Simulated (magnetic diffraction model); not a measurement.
## Cr₆IrPb₄: the ordered moment from one line

Space group P-6m2 (no. 187), a = 7.6660 Å, c = 4.1090 Å.

```
site  atom       x       y    z
  3k    Pb  0.6122  0.8061  1/2
  1e    Pb     2/3     1/3    0
  1a    Ir       0       0    0
  3k    Cr  0.4020  0.2010  1/2
  3j    Cr  0.0710  0.5355    0
```

The compound is invented for this exercise: a known structure type with other elements, its cell scaled to their sizes and not relaxed.

Only Cr is taken to order (form factors of Cr2+); orders and moment sizes are assumed, and not adapted to the symmetry. Radiation: neutrons of λ = 2.567 Å (absorption by Ir left out), 3° to 100°; isotropic B of 0.16 Å² (Pb), 0.13 Å² (Ir) and 0.17 Å² (Cr). Simulated constant-wavelength pattern: nuclear and magnetic terms add, the magnetic one as |2.695 fm × Σ f S⊥ exp(2πi Q·r) exp(−B s²)|², summed over all Q at one angle with the factor 1/(sin²θ cos θ). For collinear order S is the moment m, which repeats by lattice and centring translations R with the sign exp(−2πi k·R). Free-ion form factors, Sears's scattering lengths of 1992, no absorption; a label names one of the reflections at its angle. The strongest nuclear line in the range is 100, and lines under 0.2 are left out.

In a first state the assumed order is k = (1/2 1/2 1/2), collinear moments along [100], 1.6 μB on Cr; signs + at (0.4020, 0.2010, 1/2), − at (0.7990, 0.5980, 1/2), − at (0.7990, 0.2010, 1/2), − at (0.0710, 0.5355, 0), + at (0.4645, 0.9290, 0), + at (0.4645, 0.5355, 0), with this pattern:

```tsv
2θ (°)	index	nuclear	magnetic
21.17	(1/2 -1/2 1/2)	0.0	5.2
22.29	(1 0 0)	1.0	0.0
26.47	(1/2 1/2 1/2)	0.0	15.8
34.88	(3/2 -1/2 1/2)	0.0	8.5
36.40	(0 0 1)	2.4	0.0
38.46	(3/2 -3/2 1/2)	0.0	0.7
39.13	(1 1 0)	7.3	0.0
43.10	(1 0 1)	23.8	0.0
44.91	(3/2 1/2 1/2)	0.0	3.1
45.49	(2 0 0)	34.6	0.0
53.41	(5/2 -3/2 1/2)	0.0	3.8
54.51	(1 1 1)	78.4	0.0
56.03	(5/2 -1/2 1/2)	0.0	2.2
57.16	(1/2 -1/2 3/2)	0.0	0.5
59.61	(2 0 1)	100.0	0.0
59.68	(1/2 1/2 3/2)	0.0	2.1
```
(The table stops after 16 lines; 25 more lie at higher angle.)

**Question.** Nearer the ordering temperature the line at 26.47° has total intensity 7.8 on the same scale, and all moments have shrunk alike. How large is the Cr moment?

The nuclear part, 0.0, stays, so the magnetic part is 7.8 against 15.8. It goes as m², so m = 1.6 × √(7.8/15.8) = 1.12 μB; the value used was 1.12 μB.

[Logs are printed without paths, hosts, clocks, repeated set-up lines and the standing remarks that a program may print on its own settings, such as how far it seeks lower states.]
